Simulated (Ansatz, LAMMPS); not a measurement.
## Structural relaxation of glassy 68B2O3-32K2O (mol %) (83 atoms)

Wanted: the relaxed structure of glassy 68B2O3-32K2O (mol %) (83 atoms) and its electronic structure.

Calculated with Ansatz 0.2.0; Kohn-Sham DFT, PBE, PAW (set soft_2), plane waves.

### Step 1. Set-up

The cell holds 83 atoms: 26 B, 12 K and 45 O. Its edges and angles: a = 10.412 Å, b = 10.412 Å, c = 10.412 Å, α = 90.0°, β = 90.0°, γ = 90.0°. 83 atoms (26 B, 12 K, 45 O) placed at random at 2.19 g/cm³, melted at 3000 K for 20 ps at fixed volume with the Buckingham and Coulomb pair potential of Guillot and Sator (Geochim. Cosmochim. Acta 71, 1249 (2007)) with the boron terms of Wang et al. (J. Non-Cryst. Solids 498, 294 (2018)). Quenched from 3000 K to 300 K at 100 K/ps and fixed volume, held 10 ps at zero pressure, then minimised at fixed cell.

Before any run, some limits are plain. The quench rate of 100 K/ps far exceeds what a furnace or splat quench reaches, so expect more defects and frozen-in strain than in a real sample. The starting topology of bonds comes from the classical model. Sampling is at Γ alone, for a cell whose shortest periodic width is 10 Å.

### Step 2. Single point at the start

The forces at the start show how far the geometry lies from a minimum of this functional.

Contents of input.yaml:

```yaml
crystal:
  lattice:
    - [10.41178, 0.0, 0.0]
    - [0.0, 10.41178, 0.0]
    - [0.0, 0.0, 10.41178]
  atoms:
    - { symbol: B, position: [0.62407, 0.09273, 0.41654] }
    - { symbol: B, position: [0.97746, 0.71876, 0.00684] }
    - { symbol: B, position: [0.62419, 0.28584, 0.14321] }
    - { symbol: B, position: [0.85517, 0.28789, 0.02731] }
    [... 73 atom lines left out ...]
    - { symbol: O, position: [0.61366, 0.75759, 0.38648] }
    - { symbol: O, position: [0.26732, 0.66306, 0.92792] }
    - { symbol: O, position: [0.92195, 0.60991, 0.95139] }
    - { symbol: O, position: [0.21656, 0.63732, 0.15243] }
    - { symbol: O, position: [0.49229, 0.2158, 0.8895] }
    - { symbol: O, position: [0.88476, 0.7348, 0.35911] }
kpoints:
  mp_grid: { grid: [1, 1, 1] }
hamiltonian:
  xc: pbe
scf:
  occupations: { method: fixed }
output:
  forces: true
  stress: true
  populations: true
  dos:
    method: { smearing: { sigma: 0.08 } }
    de: 0.1
    projected: { site_lists: { B: [B], K: [K], O: [O] } }
  eigenvalues: true
```

The run is started by

```bash
$ ansatz run input.yaml --threads 4 --pin off --max-ram 8192MiB --backend cpu --events-out ev --progress --plain --runs-dir out
```

Run time: 20 s. Hardware: 4 threads of Arm Neoverse V1, shared host; peak memory 1.3 GiB; 73 s of CPU time.

Read from the output:

* free energy: -48104.7412 eV
* free energy per atom: -579.5752 eV/atom
* SCF cycles: 11
* pressure: -5.252 GPa
* r.m.s. force component: 0.9083 eV/Å
* longest force: 2.991 eV/Å
* Fermi energy: 3.94 eV
* gap (highest filled to lowest empty level): 1.648 eV
* spilling of the projection: 0.00764

The r.m.s. force component of 0.91 eV/Å and the pressure of -5.3 GPa set the starting point.

Length of the force by element:

| element | coordination | atoms | mean length of the force (eV/Å) | spread | least | most |
| --- | --- | --- | --- | --- | --- | --- |
| B | all | 26 | 1.59 | 0.603 | 0.362 | 2.70 |
| K | all | 12 | 1.48 | 0.437 | 0.875 | 2.18 |
| O | all | 45 | 1.39 | 0.565 | 0.361 | 2.99 |

### Step 3. Cell and atoms relaxed

Cell and atoms are freed together, to release stress as well as forces.

input.yaml, the sections that differ from step 2:

```yaml
output:
  forces: true
relax:
  f_tol: 0.05
  max_steps: 200
  cell: {}
# crystal, kpoints, hamiltonian, scf: as in step 2
```

It took 7.9 min on 4 threads; peak memory 1.2 GiB.

Relaxation path (22 of 53):

| step | energy less that of the first step (eV) | largest force component (eV/Å) | pressure (GPa) | volume (Å³) |
| --- | --- | --- | --- | --- |
| 1 | 0.0000 | 2.5528 | -5.25 | 1128.69 |
| 3 | -7.7886 | 0.9375 | 0.65 | 1057.72 |
| 6 | -9.7865 | 0.6135 | -0.15 | 1074.08 |
| 8 | -10.4674 | 0.3957 | -0.41 | 1070.99 |
| 11 | -11.0501 | 0.5788 | -0.12 | 1059.53 |
| 13 | -11.1766 | 0.2647 | 0.08 | 1056.47 |
| 16 | -11.3507 | 0.5407 | -0.38 | 1049.66 |
| 18 | -11.7066 | 1.0568 | 0.09 | 1043.42 |
| 21 | -11.9405 | 0.3204 | 0.23 | 1047.03 |
| 23 | -12.0335 | 0.1668 | -0.15 | 1045.61 |
| 26 | -12.0961 | 0.0994 | -0.02 | 1045.36 |
| 28 | -12.1346 | 0.1871 | -0.15 | 1044.64 |
| 31 | -12.1550 | 0.3406 | 0.29 | 1045.71 |
| 33 | -12.2130 | 0.1283 | 0.01 | 1046.16 |
| 36 | -12.2299 | 0.1497 | -0.05 | 1045.88 |
| 38 | -12.2596 | 0.0597 | 0.04 | 1044.94 |
| 41 | -12.2656 | 0.0415 | 0.00 | 1044.95 |
| 43 | -12.1904 | 0.2585 | 0.05 | 1047.79 |
| 46 | -12.3429 | 0.0569 | 0.00 | 1046.73 |
| 48 | -12.3423 | 0.1144 | -0.03 | 1046.86 |
| 51 | -12.3538 | 0.0384 | 0.01 | 1047.60 |
| 53 | -12.3560 | 0.0213 | 0.00 | 1047.46 |

Relaxation steps 31, 43, 45, 47, 48 were tried and not accepted.

| cell as run | before | after | change |
| --- | --- | --- | --- |
| a (Å) | 10.412 | 10.480 | +0.7 % |
| b (Å) | 10.412 | 10.371 | -0.4 % |
| c (Å) | 10.412 | 9.840 | -5.5 % |
| α (°) | 90.00 | 86.81 | -3.5 % |
| β (°) | 90.00 | 80.83 | -10.2 % |
| γ (°) | 90.00 | 95.86 | +6.5 % |
| volume (Å³/atom) | 13.60 | 12.62 | -7.2 % |

The atoms that moved most (Å, as changes of fractional coordinates times the final cell):

| atom | dx | dy | dz | length |
| --- | --- | --- | --- | --- |
| K30 | 0.367 | 0.791 | 1.013 | 1.336 |
| K38 | 1.150 | 0.330 | -0.350 | 1.246 |
| O44 | 0.987 | 0.031 | 0.517 | 1.114 |
| O59 | -0.054 | -0.967 | -0.534 | 1.106 |
| K29 | -0.303 | -1.005 | -0.285 | 1.087 |
| O43 | 0.855 | 0.630 | 0.030 | 1.063 |
| O64 | -0.506 | -0.886 | 0.194 | 1.039 |
| O41 | 0.569 | -0.822 | 0.234 | 1.027 |

The relaxation changed the energy by -149 meV/atom, and atoms moved by 0.68 Å r.m.s., 1.3 Å at most.

### Step 4. Distances and neighbours after relaxation

Bonds before and after, by the cutoffs listed below:

| pair | bonds before | bonds after | mean before (Å) | mean after (Å) | spread before (Å) | spread after (Å) |
| --- | --- | --- | --- | --- | --- | --- |
| O-B | 85 | 86 | 1.425 | 1.423 | 0.040 | 0.062 |

Density 2.33 g/cm³, 12.62 Å³ an atom.

Pair distribution functions g(r), in bins of 0.2 Å:

| r (Å) | total | O-O | O-B | O-K | B-B | B-K | K-K |
| --- | --- | --- | --- | --- | --- | --- | --- |
| 1.30 | 2.79 | 0.00 | 8.20 | 0.00 | 0.00 | 0.00 | 0.00 |
| 1.50 | 2.40 | 0.00 | 7.07 | 0.00 | 0.00 | 0.00 | 0.00 |
| 1.70 | 0.00 | 0.00 | 0.00 | 0.00 | 0.00 | 0.00 | 0.00 |
| 1.90 | 0.00 | 0.00 | 0.00 | 0.00 | 0.00 | 0.00 | 0.00 |
| 2.10 | 0.00 | 0.00 | 0.00 | 0.00 | 0.00 | 0.00 | 0.00 |
| 2.30 | 0.99 | 3.23 | 0.00 | 0.00 | 0.44 | 0.00 | 0.00 |
| 2.50 | 1.48 | 4.00 | 0.05 | 0.58 | 1.98 | 0.00 | 0.00 |
| 2.70 | 1.15 | 0.06 | 0.24 | 3.83 | 4.58 | 0.00 | 0.00 |
| 2.90 | 0.78 | 0.38 | 0.76 | 1.79 | 0.45 | 0.77 | 0.66 |
| 3.10 | 1.10 | 0.93 | 1.03 | 1.29 | 0.39 | 2.23 | 1.78 |
| 3.30 | 1.16 | 0.46 | 1.56 | 1.07 | 0.23 | 2.99 | 1.60 |
| 3.50 | 1.22 | 0.97 | 1.38 | 0.76 | 0.80 | 2.62 | 1.44 |
| 3.70 | 1.34 | 0.55 | 2.24 | 0.90 | 0.81 | 1.96 | 1.32 |
| 3.90 | 0.85 | 0.76 | 0.97 | 0.82 | 1.12 | 0.61 | 0.38 |
| 4.10 | 0.88 | 1.05 | 0.76 | 0.77 | 1.23 | 0.65 | 0.70 |
| 4.30 | 0.82 | 1.06 | 0.64 | 0.87 | 1.06 | 0.50 | 0.31 |
| 4.50 | 1.15 | 1.81 | 0.69 | 1.15 | 0.98 | 0.80 | 1.43 |
| 4.70 | 1.16 | 1.59 | 0.85 | 1.40 | 1.24 | 0.60 | 0.52 |

Bonds by pair of elements; cutoffs follow the first minimum of g(r), held within bounds set by covalent radii, and pairs that aren't listed don't count as bonded:

| pair A-B | cutoff (Å) | bonds | mean length (Å) | spread (Å) | shortest (Å) | B about A | A about B |
| --- | --- | --- | --- | --- | --- | --- | --- |
| O-B | 1.83 | 86 | 1.42 | 0.062 | 1.33 | 1.91 | 3.31 |
| O-K | 3.15 | 72 | 2.80 | 0.157 | 2.55 | 1.6 | 6 |

The cutoff for O-K falls short of the minimum of g(r), so counts run low and odd coordinations can be artefacts.

How many atoms have how many bonded neighbours:

| element | mean | 2 | 3 | 4 | 5 | 6 | 7 | 8 |
| --- | --- | --- | --- | --- | --- | --- | --- | --- |
| B | 3.31 | 0 | 18 | 8 | 0 | 0 | 0 | 0 |
| K | 6 | 0 | 0 | 0 | 6 | 1 | 4 | 1 |
| O | 3.51 | 1 | 26 | 12 | 6 | 0 | 0 | 0 |

Bond angles, per cent of each kind in bins of 5°:

| angle (°) | O-K-O | B-O-K | O-B-O | K-O-K | B-O-B |
| --- | --- | --- | --- | --- | --- |
| 40–45 | 0.5 | 0.0 | 0.0 | 0.0 | 0.0 |
| 45–50 | 7.0 | 0.0 | 0.0 | 0.0 | 0.0 |
| 50–55 | 9.6 | 0.0 | 0.0 | 0.0 | 0.0 |
| 55–60 | 0.5 | 0.0 | 0.0 | 0.0 | 0.0 |
| 60–65 | 0.0 | 0.0 | 0.0 | 4.8 | 0.0 |
| 65–70 | 5.3 | 0.0 | 0.0 | 9.5 | 0.0 |
| 70–75 | 5.9 | 0.0 | 0.0 | 16.7 | 0.0 |
| 75–80 | 8.0 | 3.1 | 0.0 | 7.1 | 0.0 |
| 80–85 | 3.7 | 7.8 | 0.0 | 7.1 | 0.0 |
| 85–90 | 3.2 | 13.3 | 0.0 | 4.8 | 0.0 |
| 90–95 | 5.9 | 13.3 | 0.0 | 2.4 | 0.0 |
| 95–100 | 4.3 | 13.3 | 0.0 | 0.0 | 0.0 |
| 100–105 | 5.9 | 14.1 | 6.9 | 4.8 | 0.0 |
| 105–110 | 8.0 | 6.2 | 21.6 | 4.8 | 0.0 |
| 110–115 | 4.3 | 5.5 | 16.7 | 4.8 | 4.9 |
| 115–120 | 4.8 | 7.8 | 28.4 | 0.0 | 7.3 |
| 120–125 | 3.7 | 7.0 | 21.6 | 2.4 | 4.9 |
| 125–130 | 2.7 | 6.2 | 4.9 | 0.0 | 19.5 |
| 130–135 | 3.7 | 0.8 | 0.0 | 2.4 | 4.9 |
| 135–140 | 2.1 | 0.0 | 0.0 | 4.8 | 17.1 |
| 140–145 | 1.6 | 0.0 | 0.0 | 11.9 | 14.6 |
| 145–150 | 1.6 | 0.0 | 0.0 | 0.0 | 12.2 |
| 150–155 | 2.7 | 0.0 | 0.0 | 4.8 | 7.3 |
| 155–160 | 0.5 | 0.8 | 0.0 | 0.0 | 2.4 |
| 160–165 | 1.6 | 0.0 | 0.0 | 4.8 | 0.0 |
| 165–170 | 0.5 | 0.0 | 0.0 | 0.0 | 4.9 |
| 170–175 | 1.6 | 0.8 | 0.0 | 0.0 | 0.0 |
| 175–180 | 0.5 | 0.0 | 0.0 | 2.4 | 0.0 |

Bond angles (no mean is given where the spread exceeds 20°):

| angle | count | mean (°) | spread (°) |
| --- | --- | --- | --- |
| O-K-O | 187 | - | - |
| B-O-K | 128 | 102 | 16.1 |
| O-B-O | 102 | 115 | 6.4 |
| K-O-K | 42 | - | - |
| B-O-B | 41 | 137 | 13.1 |

Oxygen atoms by the number of network formers (Si, P, Ge, B, Al, As, Ga) bound to them:

| network formers bound to O | O atoms | per cent |
| --- | --- | --- |
| 0 | 0 | 0 |
| 1 | 4 | 8.9 |
| 2 | 41 | 91.1 |

Network units: each former by its oxygen neighbours and how many of them bridge to another former:

| former | O neighbours | bridging O | atoms |
| --- | --- | --- | --- |
| B | 3 | 2 | 3 |
| B | 3 | 3 | 15 |
| B | 4 | 3 | 1 |
| B | 4 | 4 | 7 |

Bond length by coordination (bonds to H left out):

| element | coordination | atoms | mean bond length (Å) |
| --- | --- | --- | --- |
| B | 3 | 18 | 1.38 |
| B | 4 | 8 | 1.49 |
| K | 5 | 6 | 2.77 |
| K | 6 | 1 | 2.83 |
| K | 7 | 4 | 2.83 |
| K | 8 | 1 | 2.77 |
| O | 2 | 1 | 1.39 |
| O | 3 | 26 | 1.88 |
| O | 4 | 12 | 2.12 |
| O | 5 | 6 | 2.43 |

Rings of the network by King's shortest-path rule, up to 12 atoms, one path for each pair of neighbours; H, halogens, alkali and alkaline-earth atoms are left out, and the last column divides by all other atoms, bonded or not:

| ring size (atoms) | rings | per network atom |
| --- | --- | --- |
| 6 | 1 | 0.014 |
| 12 | 6 | 0.085 |

91 % of the oxygens bridge two formers (B) and 9 % are non-bridging. The commonest B unit has 3 oxygens, 3 of them shared with other formers (15 of 26 atoms). Rings of 12 atoms are the most common (86 % of those counted); sizes run from 6 to 12, where the search stops.

### Step 5. Single point at the relaxed geometry

The electronic structure is read at the final geometry, in a run of its own.

Contents of input.yaml:

```yaml
crystal:
  lattice:
    - [10.43382, -0.54565, 0.82049]
    - [-0.54565, 10.35195, 0.30399]
    - [0.82049, 0.30399, 9.80076]
  atoms:
    - { symbol: B, position: [0.58987, 0.0277, 0.41501] }
    - { symbol: B, position: [0.01018, 0.74837, 0.97463] }
    - { symbol: B, position: [0.63907, 0.3019, 0.19371] }
    - { symbol: B, position: [0.86922, 0.31144, 0.02467] }
    [... 73 atom lines left out ...]
    - { symbol: O, position: [0.61727, 0.71268, 0.4297] }
    - { symbol: O, position: [0.2919, 0.70435, 0.90349] }
    - { symbol: O, position: [0.97891, 0.63101, 0.92456] }
    - { symbol: O, position: [0.16877, 0.63008, 0.1318] }
    - { symbol: O, position: [0.50365, 0.22049, 0.92411] }
    - { symbol: O, position: [0.84774, 0.75936, 0.33242] }
kpoints:
  mp_grid: { grid: [1, 1, 1] }
hamiltonian:
  xc: pbe
scf:
  occupations: { method: fixed }
output:
  forces: true
  stress: true
  populations: true
  dos:
    method: { smearing: { sigma: 0.1 } }
    de: 0.1
    projected: { site_lists: { B: [B], K: [K], O: [O] } }
  eigenvalues: true
  write_density: true
  write_potential: true
  volumetric_format: npy
  elf: true
```

Run time: 19 s. Hardware: 4 threads; peak memory 1.2 GiB.

The program notes that the exchange-correlation potential is rough where the density is thin.

The run gave:

| Property | Result |
| --- | --- |
| free energy | -48117.0972 eV |
| free energy per atom | -579.7241 eV/atom |
| SCF cycles | 10 |
| pressure | 0.0005737 GPa |
| r.m.s. force component | 0.00446 eV/Å |
| longest force | 0.02334 eV/Å |
| Fermi energy | 4.123 eV |
| gap (highest filled to lowest empty level) | 3.115 eV |
| spilling of the projection | 0.007537 |

Löwdin charges by element (they lack the spilled electrons, 0.041 e an atom on average):

| element | coordination | atoms | mean charge (e) | spread | least | most |
| --- | --- | --- | --- | --- | --- | --- |
| B | all | 26 | 0.577 | 0.0398 | 0.494 | 0.652 |
| K | all | 12 | 0.884 | 0.0087 | 0.867 | 0.899 |
| O | all | 45 | -0.493 | 0.102 | -0.863 | -0.386 |

States in the cell by windows of 1 eV, zero at the Fermi level; the larger projections on atomic orbitals stand beside the total:

| from (eV) | to (eV) | total | O p | B p |
| --- | --- | --- | --- | --- |
| -10 | -9 | 13.9 | 9.6 | 1.5 |
| -9 | -8 | 15.5 | 10.6 | 2.9 |
| -8 | -7 | 23.1 | 15.6 | 5.8 |
| -7 | -6 | 22.5 | 15.3 | 6.0 |
| -6 | -5 | 15.7 | 11.0 | 3.8 |
| -5 | -4 | 27.0 | 20.9 | 3.9 |
| -4 | -3 | 36.9 | 31.4 | 3.2 |
| -3 | -2 | 48.3 | 44.5 | 1.6 |
| -2 | -1 | 43.8 | 41.4 | 0.9 |
| -1 | 0 | 15.0 | 14.3 | 0.2 |
| 0 | 1 | 1.1 | 1.0 | 0.0 |
| 1 | 2 | 0.0 | 0.0 | 0.0 |
| 2 | 3 | 0.1 | 0.0 | 0.0 |
| 3 | 4 | 1.9 | 0.1 | 0.0 |
| 4 | 5 | 11.2 | 1.3 | 4.7 |

With fixed occupations the program's Fermi level is the highest filled level; weight inside the gap is the broadening of levels at its edges.

Between -26 and -10 eV lie 169 more states.

The stored curve holds about 432 of the 456 electrons; the rest, give or take the few that broadening carries across the Fermi level, lie in deeper levels below its range.

The levels nearest the highest filled one (over half full), pooled over k-points and spins:

| level less the highest filled one (eV) | occupation |
| --- | --- |
| -0.879 | 2 |
| -0.768 | 2 |
| -0.364 | 2 |
| -0.289 | 2 |
| -0.16 | 2 |
| 0 | 2 |
| 3.12 | 0 |
| 4.37 | 0 |
| 4.51 | 0 |
| 4.69 | 0 |
| 4.77 | 0 |
| 4.91 | 0 |

Mean Löwdin charges: B +0.58, K +0.88, O -0.49 e (they miss 0.75 % of the electrons, so they add up to more than the cell's charge).

### Step 6. Results

```
energy change in the relaxation                  : -148.9 meV/atom
r.m.s. displacement                              : 0.68 Å
largest displacement                             : 1.336 Å
free energy per atom                             : -579.7241 eV/atom
pressure                                         : 0.0005737 GPa
r.m.s. force component                           : 0.00446 eV/Å
gap (highest filled to lowest empty level) : 3.115 eV
wall time of the 3 DFT runs                      : 8.6 min
```

Relaxation lowers the energy by 149 meV/atom and moves atoms by 0.68 Å r.m.s.; the r.m.s. force component goes from 0.91 to 0.0045 eV/Å, the pressure goes from -5.3 to 5.7e-4 GPa, and the gap from 1.65 to 3.12 eV. Displacements are taken in the final cell, so they leave out its strain. The cell shrank by 7.2 % in volume. From the first step to the last the energy fell by 12.356 eV, and the largest move was 1.34 Å (K30). The O-B bonds go from 1.425 Å (spread 0.040) to 1.423 Å (spread 0.062), and their number from 85 to 86. 91 % of the oxygens bridge two formers (B) and 9 % are non-bridging. Between filled and empty levels lie 3.12 eV (at Γ alone); a semilocal functional tends to put such gaps too low. In a disordered cell it changes from sample to sample, and tail or defect levels can set it.

Caveats: The starting topology of bonds comes from the classical model; in DFT atoms moved by 0.68 Å r.m.s.

[Logs are printed without paths, hosts, clocks, repeated set-up lines and the standing remarks that a program may print on its own settings, such as how far it seeks lower states.]

[Hosts, paths, dates, database ids (printed as entryN), source tags and the programs' standing remarks are cut or masked in the printed files.]
